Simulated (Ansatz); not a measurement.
# Phonons of TlBi (Pm-3m) against volume, part 2 of 2

Aim: how the phonons of TlBi (Pm-3m) shift with volume, and the thermal expansion that follows.

Ansatz 0.2.0; DFT PBEsol, scalar-relativistic, plane waves, PAW; PAW set soft_1.

So far, highest frequency on the path or at a solved wavevector (cm⁻¹): step 2 (phonons on a q mesh) 78.7; step 4 (phonons at the other volume, volume ratio 0.97) 85.1.

## (5) Relaxing at another volume, volume ratio 1.03

The volume is scaled by 1.03 and held; symmetry leaves nothing to relax, so this is a single point. The modes can then be followed against volume.

input.yaml

```yaml
crystal:
  lattice:
    - [3.9260716123, 0.0, 0.0]
    - [0.0, 3.9260716123, 0.0]
    - [0.0, 0.0, 3.9260716123]
  atoms:
    - { symbol: Tl, position: [0.0, 0.0, 0.0] }
    - { symbol: Bi, position: [0.5, 0.5, 0.5] }
kpoints:
  mp_grid: { grid: [12, 12, 12] }
hamiltonian:
  xc: pbesol
  pseudopotentials: { kind: paw, azcp: { folder: soft_1 }, xc_functional: pbe }
scf:
  occupations: { method: methfessel_paxton, width: 0.2 }
output:
  forces: true
  stress: true
  eigenvalues: true
```

Launch:

```sh
$ ansatz run input.yaml --threads 4 --pin off --max-ram 10240MiB --backend cpu --events-out ev --progress --plain --runs-dir out
```

Numbers of over 12 decimals in the logs are rounded to 6 here.

The log of the run:

```text
[...]
Crystal: 2 atoms, lattice volume = 60.517 Å³
Basis set: ecut = 420 eV, 1213 PW (Γ), exchange–correlation on 54×54×54 points (8 copies of the dense FFT grid, shifted against one another)
Bands: 18, of which v1, the nominal top of the filled ones, is band 14 counted from 1 (13 counted from 0)
Symmetry: 48 space group operations
[...]
k-points: 84 of 1728
[...]
k-point 0: bands = [... 10 lower, -0.4414, 6.2375, 10.2745, 10.2745, 10.2745, 15.6252, 15.6252, 18.7976, ... 4 higher]
  k-point 1: bands = [... 10 lower, -0.4415, 6.0358, 10.2590, 10.3583, 10.3583, 15.6668, 16.0154, 18.1756, ... 4 higher]
  k-point 2: bands = [... 10 lower, -0.4417, 5.4947, 10.2959, 10.6046, 10.6046, 15.7909, 16.5897, 17.4110, ... 4 higher]
  k-point 83: bands = [... 10 lower, 1.0061, 6.3907, 9.1530, 9.1530, 9.1530, 10.7254, 10.7254, 10.7254, ... 4 higher]
[key lines of the parts left out:]
SCF converged after 7 iterations
Free energy (F): -23542.004150 eV
Fermi energy:    10.764193 eV
P = ⅓ Tr σ = -1.2440 GPa (-12.440 kbar)
```

Elapsed: 2.5 s, on 4 threads of Arm Neoverse V1, shared host; peak memory 0.39 GiB; 9 s of CPU time.

Numbers from this step:

* pressure: -1.244 GPa
* volume per atom: 30.26 Å³

The run ends at a pressure of -1.24 GPa.

## (6) Phonons at the other volume, volume ratio 1.03

The phonons are repeated at this volume on the same k and q meshes.

input.yaml: that of step 5 with these lines changed.

```diff
@@ -16,4 +16,11 @@
 output:
-  forces: true
-  stress: true
   eigenvalues: true
+phonons:
+  method: dfpt
+  qmesh: [4, 4, 4]
+  temperatures: { t_max: 1000, t_step: 50 }
+  qpath:
+    path:
+      - [[0.0, 0.0, 0.0], [0.0, 0.5, 0.0], [0.5, 0.5, 0.0], [0.0, 0.0, 0.0], [0.5, 0.5, 0.5], [0.0, 0.5, 0.0]]
+      - [[0.5, 0.5, 0.5], [0.5, 0.5, 0.0]]
+    npoints: 10
```

The log of the run:

```text
[...]
Crystal: 2 atoms, lattice volume = 60.517 Å³
Basis set: ecut = 420 eV, 1213 PW (Γ), exchange–correlation on 54×54×54 points (8 copies of the dense FFT grid, shifted against one another)
Bands: 18, of which v1, the nominal top of the filled ones, is band 14 counted from 1 (13 counted from 0)
Symmetry: 48 space group operations
k-points: 84 of 1728
[...]
k-point 83: bands = [... 10 lower, 1.0061, 6.3907, 9.1529, 9.1529, 9.1529, 10.7254, 10.7254, 10.7254, ... 4 higher]
[...]
ASR residual: 3.833e-5 → 0.000e0 eV/Å²; symmetrization residual: 7.635e-5 eV/Å²
  ASR residual per site (eV/Å²): 3.46e-6 3.83e-5
  Γ frequencies (cm⁻¹): 0.00 0.00 0.00 62.35 62.35 62.35
--- Phonons (arbitrary-q DFPT): 10 irreducible q on the 4×4×4 mesh ---
[...]
interpolated dispersion: 62 rows × 6 modes
[...]
[key lines of the parts left out:]
SCF converged after 9 iterations
Free energy (F): -23542.004150 eV
Fermi energy:    10.764186 eV
```

Run time: 8 min. Hardware: 4 threads; peak memory 2.8 GiB.

Numbers from this step:

- sum-rule residual before enforcement: 3.83e-5 eV/Å²
- lowest frequency on the path: -27.66 cm⁻¹
- highest frequency on the path or at a solved wavevector: 72.82 cm⁻¹
- highest optical mode at the zone centre (no LO-TO term): 62.35 cm⁻¹
- lowest optical zone-centre mode: 62.35 cm⁻¹
- lowest mode on the q mesh (acoustic modes at Γ apart): -27.66 cm⁻¹

The highest optical mode at the zone centre (no LO-TO term) is 62.4 cm⁻¹, -5.0 cm⁻¹ against the base run.

## (7) Grüneisen parameters

The Grüneisen parameter of a mode is minus the logarithmic change of its frequency with volume, −d ln ω / d ln V; weighted by heat capacity it gives the expansion.

This step gave:

```yaml
bulk_modulus: 45.6 GPa
```

The phonon branches at the labelled points (cm⁻¹):

| point | branch 1 | branch 2 | branch 3 | branch 4 | branch 5 | branch 6 |
| --- | --- | --- | --- | --- | --- | --- |
| Γ | 0 | 0 | 0 | 67 | 67 | 67 |
| halfway | 26 | 26 | 33 | 61 | 61 | 66 |
| X | 38 | 48 | 48 | 50 | 50 | 62 |
| halfway | -12 | 12 | 46 | 50 | 68 | 76 |
| M | -18 | -18 | 47 | 50 | 79 | 79 |
| halfway | -19 | 25 | 31 | 55 | 61 | 69 |
| Γ | 0 | 0 | 0 | 67 | 67 | 67 |
| halfway | -26 | 19 | 19 | 66 | 66 | 68 |
| R | 46 | 46 | 46 | 62 | 62 | 62 |
| halfway | -16 | 16 | 38 | 56 | 68 | 72 |
| X | 38 | 48 | 48 | 50 | 50 | 62 |
| jump to R | 46 | 46 | 46 | 62 | 62 | 62 |
| halfway | 22 | 25 | 25 | 54 | 75 | 75 |
| M | -18 | -18 | 47 | 50 | 79 | 79 |

The same for volume x 0.97:

| point | branch 1 | branch 2 | branch 3 | branch 4 | branch 5 | branch 6 |
| --- | --- | --- | --- | --- | --- | --- |
| Γ | 0 | 0 | 0 | 73 | 73 | 73 |
| X | 46 | 50 | 50 | 54 | 54 | 67 |
| M | -17 | -17 | 48 | 52 | 85 | 85 |
| Γ | 0 | 0 | 0 | 73 | 73 | 73 |
| R | 52 | 52 | 52 | 66 | 66 | 66 |
| X | 46 | 50 | 50 | 54 | 54 | 67 |
| R | 52 | 52 | 52 | 66 | 66 | 66 |
| M | -17 | -17 | 48 | 52 | 85 | 85 |

The same for volume x 1.03:

| point | branch 1 | branch 2 | branch 3 | branch 4 | branch 5 | branch 6 |
| --- | --- | --- | --- | --- | --- | --- |
| Γ | 0 | 0 | 0 | 62 | 62 | 62 |
| X | 31 | 45 | 45 | 47 | 47 | 58 |
| M | -18 | -18 | 46 | 47 | 73 | 73 |
| Γ | 0 | 0 | 0 | 62 | 62 | 62 |
| R | 40 | 40 | 40 | 58 | 58 | 58 |
| X | 31 | 45 | 45 | 47 | 47 | 58 |
| R | 40 | 40 | 40 | 58 | 58 | 58 |
| M | -18 | -18 | 46 | 47 | 73 | 73 |

The first set of phonon branches as a text plot (rows in cm⁻¹):

```
     83 |
     78 |           ******                                    ***
     73 |          ***    ***                       ***     **
     69 |***      *        **********   *****    ****  *   *
     64 | ******** *           *** * *********  *    ** ***
     59 |   **    *          ***    *         ******   *  **
     55 |     *  *         ****      **             *** *   **
     50 |      ************                            ***    ***
     45 |      * *********                   ****     *** *     *
     40 |      **         *                     **   *  **     *
     36 |    **  *         ** **            **   ****      *
     31 |   **    *          *      ***    *     **    **  ** *
     26 |   *                ** *        **                 **
     22 |  *      **                        *      *  **     *
     17 | **                   *   *    *         * *
     12 |          *            **                   **
      8 |**                **    *  *  *                      *
      3 |*                       * * **
     -2 |                       * *    *
     -7 |                                            *
    -11 |           *          *                   *           *
    -16 |           *******   *            *        *           *
    -21 |                 ****
    -25 |                               ***
         Γ      X      M          Γ            R        X|R     M
```

## (8) Results

```yaml
bulk_modulus: 45.6 GPa
```

In words: No expansion is given, because modes are imaginary at one volume or more. The highest optical mode at Γ goes from 73 to 62 cm⁻¹ as the cell grows, a Grüneisen parameter of 2.53. Branches are matched by rank, so values near crossings are rough. With no gap, or one that is small against the smearing, the frequencies hang on the k mesh and the smearing, most of all near Kohn anomalies. Spin-orbit coupling is left out, which can matter for the heavy elements here. The PAW files were made for PBE and serve the other functionals too.

[Logs are printed without paths, hosts, clocks, repeated set-up lines and the standing remarks that a program may print on its own settings, such as how far it seeks lower states.]

[Hosts, paths, dates, database ids (printed as entryN), source tags and the programs' standing remarks are cut or masked in the printed files.]
